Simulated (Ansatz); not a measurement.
# Site preference of B in place of Si in amorphous Si0.9Ge0.1 (71 atoms), part 2 of 4

At which site of amorphous Si0.9Ge0.1 (71 atoms) does B in place of Si cost least, and what about the site decides it?

Ansatz 0.2.0; Kohn-Sham DFT, PBE, PAW (set soft_1), plane waves.

The cell: 64 Si and 7 Ge. The quench rate of 100 K/ps is orders of magnitude faster than experiment. The starting topology of bonds comes from the classical model. Only the Γ point is sampled, in a cell whose shortest periodic width is 11 Å.

So far. Step 2 (Single point at the start): The r.m.s. force at the start is 0.46 eV/Å. Step 3 (Relaxation): The relaxation converged after 25 steps, 7.58 eV below its start, with a largest force component of 0.044 eV/Å.

**4. Single point at the relaxed geometry**

The electronic structure is read at the final geometry, in a run of its own.

File input.yaml:

```yaml
crystal:
  lattice:
    - [11.4616, 0.0, 0.0]
    - [0.0, 11.4616, 0.0]
    - [0.0, 0.0, 11.4616]
  atoms:
    - { symbol: Si, position: [0.02908, 0.66017, 0.8535] }
    - { symbol: Si, position: [0.4575, 0.77415, 0.52565] }
    - { symbol: Si, position: [0.04638, 0.3569, 0.22576] }
    - { symbol: Si, position: [0.57859, 0.53573, 0.95421] }
    - { symbol: Si, position: [0.72144, 0.54784, 0.54334] }
    - { symbol: Si, position: [0.48449, 0.79768, 0.13958] }
    [... 59 atom lines left out ...]
    - { symbol: Ge, position: [0.2307, 0.69587, 0.94973] }
    - { symbol: Ge, position: [0.03097, 0.86914, 0.97704] }
    - { symbol: Ge, position: [0.31413, 0.89219, 0.85997] }
    - { symbol: Ge, position: [0.91884, 0.181, 0.23905] }
    - { symbol: Ge, position: [0.37897, 0.3779, 0.16526] }
    - { symbol: Ge, position: [0.69292, 0.94063, 0.34465] }
kpoints:
  mp_grid: { grid: [1, 1, 1] }
hamiltonian:
  xc: pbe
  pseudopotentials: { kind: paw, azcp: { folder: soft_1 } }
scf:
  occupations: { method: fermi_dirac, width: 0.025 }
output:
  forces: true
  stress: true
  populations: true
  dos:
    method: { smearing: { sigma: 0.08 } }
    de: 0.1
    projected: { site_lists: { Ge: [Ge], Si: [Si] } }
  eigenvalues: true
  write_density: true
  write_potential: true
  volumetric_format: npy
```

On the command line:

```sh
$ ansatz run input.yaml --threads 4 --pin off --max-ram 8192MiB --backend cpu --events-out ev --progress --plain --runs-dir out
```

Numbers of over 12 decimals in the logs are rounded to 6 here.

The program printed:

```text
[...]
Crystal: 71 atoms, lattice volume = 1505.691 Å³
Basis set: ecut = 420 eV, 29423 PW (Γ), exchange–correlation on 160×160×160 points (8 copies of the dense FFT grid, shifted against one another)
Bands: 248, of which v1, the nominal top of the filled ones, is band 177 counted from 1 (176 counted from 0)
Symmetry: 1 space group operations
[...]
k-points: 1
[...]
SCF iter   1: F=—  HF=-70743.795948 eV  |F-HF|=—  |Δ(HF+E_count)|=         —  Δρ=4.09e-2  dr2=3.75e1  ethr=3.10e-3  ⟨swp⟩=6.0  Hψ=1108  notcnv=0  defer=47
[...]
SCF iter  13: F=-70735.449483 eV  HF=-70735.449483 eV  |F-HF|=1.17e-8  |Δ(HF+E_count)|=   1.83e-7  Δρ=1.18e-6  dr2=9.45e-8  ethr=2.82e-11  ⟨swp⟩=20.0  Hψ=2459  notcnv=0
SCF 1 converged in 13 iterations: F = -70735.449483 eV  dr2 = 9.45e-8
[...]
SCF converged after 13 iterations
Free energy (F): -70735.449483 eV
[...]
Internal energy: -70735.449437 eV  (E = F + TS)
E sigma→0 (E₀):  -70735.449460 eV
Entropy (-TS):   -0.000047 eV (-0.001 meV/atom)
Fermi energy:    6.112370 eV
[...]
--- Forces (eV/Å), atoms counted from 1 ---
  atom   1  Si    -0.00241033    -0.01834669    -0.01874451
  atom   2  Si    -0.00599627    -0.00525382    -0.00157551
  atom   3  Si    -0.01306968     0.00720178    -0.01411358
  atom   4  Si    -0.00884494     0.00088942     0.00256146
  atom   5  Si     0.00224466     0.00998368    -0.00337827
  atom   6  Si     0.00626845    -0.01042270    -0.00549887
  atom   7  Si    -0.00211638     0.00236440     0.00563420
  atom   8  Si    -0.01384128    -0.01968950     0.00100036
  atom   9  Si     0.00529241    -0.02216103     0.00777265
  atom  10  Si     0.00690519     0.00845638    -0.00640144
  atom  11  Si     0.01462147     0.00932397     0.00800789
  atom  12  Si     0.00327892     0.00624137    -0.01859482
  atom  13  Si    -0.01437155    -0.01216288     0.00019757
  atom  14  Si    -0.00031324    -0.01962344     0.00035278
[...]
atom  70  Ge    -0.00504318     0.01106523    -0.00437969
  atom  71  Ge     0.00293105     0.00976098     0.00324566
  max |Σ_I F_I| component: 4.14e-5 eV/Å
--- Stress (GPa, compression-positive) ---
        0.042741       0.140311      -0.538701
        0.140311       1.499910      -0.026894
       -0.538701      -0.026894       0.515964
  P = ⅓ Tr σ = 0.6862 GPa (6.862 kbar)
--- Band table (eV) ---
[...]
--- Löwdin populations: 71 sites ---
  site symbol       q [e]
     0     Si      3.9298
     1     Si      3.9487
     2     Si      3.9578
[...]
70     Ge     14.0773
  spilling = 0.009742 (of n_electrons = 354.000000)
```

Run time: 20 s. Hardware: 4 threads of Arm Neoverse V1, shared host; peak memory 1.4 GiB; 75 s of CPU time.

Read from the output:

| Quantity | Value |
| --- | --- |
| free energy | -70735.4495 eV |
| free energy per atom | -996.2739 eV/atom |
| SCF cycles | 13 |
| pressure | 0.6862 GPa |
| r.m.s. force component | 0.01218 eV/Å |
| longest force | 0.04689 eV/Å |
| Fermi energy | 6.112 eV |
| gap (highest filled to lowest empty level) | 0.5072 eV |
| spilling of the projection | 0.009742 |

Löwdin charges by element and coordination (they lack the spilled electrons, 0.049 e an atom on average):

| element | coordination | atoms | mean charge (e) | spread | least | most |
| --- | --- | --- | --- | --- | --- | --- |
| Ge | all | 7 | -0.0139 | 0.0303 | -0.0773 | 0.023 |
| Ge | 3 | 2 | 0.0055 | 0.0091 | -0.0036 | 0.0146 |
| Ge | 4 | 4 | -0.0329 | 0.026 | -0.0773 | -0.0114 |
| Ge | 5 | 1 | 0.023 | 0 | 0.023 | 0.023 |
| Si | all | 64 | 0.0554 | 0.0394 | -0.116 | 0.127 |
| Si | 3 | 2 | -0.112 | 0.0041 | -0.116 | -0.108 |
| Si | 4 | 49 | 0.0583 | 0.0235 | 0.0224 | 0.119 |
| Si | 5 | 13 | 0.0703 | 0.0312 | 0.0142 | 0.127 |

Density of states as counts of states in windows of 1 eV (from the Fermi level), total and the larger projections:

| from (eV) | to (eV) | total | Si p | Si s | Ge p |
| --- | --- | --- | --- | --- | --- |
| -18 | -13 | 0.0 | 0.0 | 0.0 | 0.0 |
| -13 | -12 | 2.0 | 0.1 | 1.6 | 0.0 |
| -12 | -11 | 12.0 | 2.6 | 7.5 | 0.3 |
| -11 | -10 | 20.0 | 5.5 | 12.2 | 0.6 |
| -10 | -9 | 15.1 | 4.4 | 9.0 | 0.5 |
| -9 | -8 | 17.1 | 5.5 | 9.5 | 0.5 |
| -8 | -7 | 25.8 | 9.5 | 13.8 | 0.9 |
| -7 | -6 | 16.2 | 7.3 | 7.2 | 0.8 |
| -6 | -5 | 19.8 | 11.9 | 6.2 | 1.1 |
| -5 | -4 | 22.7 | 16.6 | 3.8 | 1.6 |
| -4 | -3 | 28.5 | 22.5 | 3.1 | 2.2 |
| -3 | -2 | 46.0 | 37.7 | 3.4 | 3.9 |
| -2 | -1 | 37.3 | 31.0 | 2.2 | 3.1 |
| -1 | 0 | 21.7 | 15.9 | 2.4 | 2.5 |
| 0 | 1 | 18.4 | 11.4 | 3.5 | 1.6 |
| 1 | 2 | 33.1 | 19.5 | 6.1 | 2.6 |
| 2 | 3 | 41.6 | 24.7 | 6.9 | 2.7 |

The curve was stored every 0.100 eV, coarse against its broadening of 0.08 eV, so these counts are rough.

Between -25 and -18 eV lie 70 more states.

The levels nearest the highest filled one (over half full), pooled over k-points and spins:

| level less the highest filled one (eV) | occupation |
| --- | --- |
| -0.450 | 2 |
| -0.359 | 2 |
| -0.166 | 2 |
| -0.101 | 2 |
| -0.0907 | 2 |
| 0 | 2 |
| 0.507 | 0 |
| 0.583 | 0 |
| 0.657 | 0 |
| 0.800 | 0 |
| 0.829 | 0 |
| 0.864 | 0 |

Valence density in the ac plane at fractional y = 0.167, with atoms of Si and Ge within 0.2 Å of it. It is the smooth field of the valence electrons, not physical close to the nuclei.

Ten steps, logarithmic in the rise over the least value, from '_' (0 e/Å³) to '@' (19 e/Å³), each cell a mean:
```
::::::::::::..............::::::..................::::::..::::::
::....::::....____................______......................::
..::::::....____....::::......__________..::::::..____________..
..::::::::........::::::::..__________..::::::::..______________
....::::::::::::::......::....____......::....::..______________
..........::::::::......::::::......::::::....::::..____________
..::::....::::........::::::::::....::::::::::::::....________..
::::::::........____........::::............::::::::............
::::......________________....::::....______......::::::::::::::
::....____________________..::::::::..______........::::::::::..
....______________________..::::::::::..........................
......______......______............::::..........________......
............::::............::::..::::::::........____________..
......::::::......::........::::::........::::....____________..
......::::::......::::..............__....::::::::..________....
..........::::::::::::..........______....::::::::..............
....____....::::::......................::::......::::::--==--::
....______....::......__..............::::::::..::::::--##@@%%==
..________..........________....::..::::::::::......::--##@@%%==
..______....::::::..________....::....::......____....::--====::
________..::::::::..________....::::::....__________....::::::..
______....::::::::....______....::::::..__________....::::::::..
........::::::..::............::::::....________....::......::..
::..::::::::::..............::::::................::::....::::::
```
Columns run along a (11.5 Å), rows up along c (11.5 Å). Atoms in or near the plane, at fractional coordinates: Si at (0.50, 0.51), Si at (0.88, 0.03), Si at (0.11, 0.75), Si at (0.23, 0.40), Si at (0.32, 0.79), Ge at (0.92, 0.24).

Electrostatic potential energy in the ac plane at fractional y = 0.167, with atoms of Si and Ge within 0.2 Å of it. With pseudopotentials it is smooth inside the atoms' cores, unlike the true potential.

Values in eV, 13 rows by 16 columns, each cell a mean:
```
-17 -21   2   5   7   6   4   5   5   7   5   1   4  -3  -8   2
 -1  -4   5   8   1  -6   4   8   9   8   1   1   7   9   9   8
  2 -17 -14   2 -20 -18 -10   6   7   1 -23 -22   2   9   9   9
 -2 -20 -20   2  -4 -12   0  -4  -3   2 -14 -12   3   6   8   7
  0   2   3   8   9   8   7   0  -1   7   8   5  -5  -2  -2 -13
  0   8   9   9   9   9   5 -12 -14   4   8   6   2   4  -2 -15
  4   6   5  -3   1   8   2 -21 -20  -2   3   3   8   9   8   6
 -3   0  -7 -20 -21   3   4  -1   0   6   3   1   6   9   9   6
  4   6   2 -13  -7   3  -1   3   8   8  -5 -21 -14   5   1   2
  3   9   6   2   4   7   6   5  -5  -2  -4 -20 -12  -4 -15 -15
  5   9   5   0   4   8   9   1 -25 -19   4   6   7   1 -11  -9
  8   8  -1 -13   0   8   8   5  -2   1   8   9   7  -3  -8   4
  3   2  -5 -21  -3   6   5   1  -3   5   7   6   4 -22 -22  -7
```
Columns run along a (11.5 Å; values clipped at the 3rd and 97th percentile), rows up along c (11.5 Å). Atoms in or near the plane, at fractional coordinates: Si at (0.50, 0.51), Si at (0.88, 0.03), Si at (0.11, 0.75), Si at (0.23, 0.40), Si at (0.32, 0.79), Ge at (0.92, 0.24).

The highest filled and lowest empty levels differ by 0.507 eV (at Γ alone); a semilocal functional tends to put such gaps too low. In a disordered cell it changes from sample to sample, and tail or defect levels can set it. Mean Löwdin charges: Ge -0.01, Si +0.06 e (they miss 0.97 % of the electrons, so they add up to more than the cell's charge). Charges this small depend on the projection, at times even in sign. The largest share in the top eV of filled states is Si p (78 % of the projected weight), and in the lowest eV of empty states Si p (66 % of the projected weight).

(Continued in part 3 of 4.)

[Logs are printed without paths, hosts, clocks, repeated set-up lines and the standing remarks that a program may print on its own settings, such as how far it seeks lower states.]

[Hosts, paths, dates, database ids (printed as entryN), source tags and the programs' standing remarks are cut or masked in the printed files.]
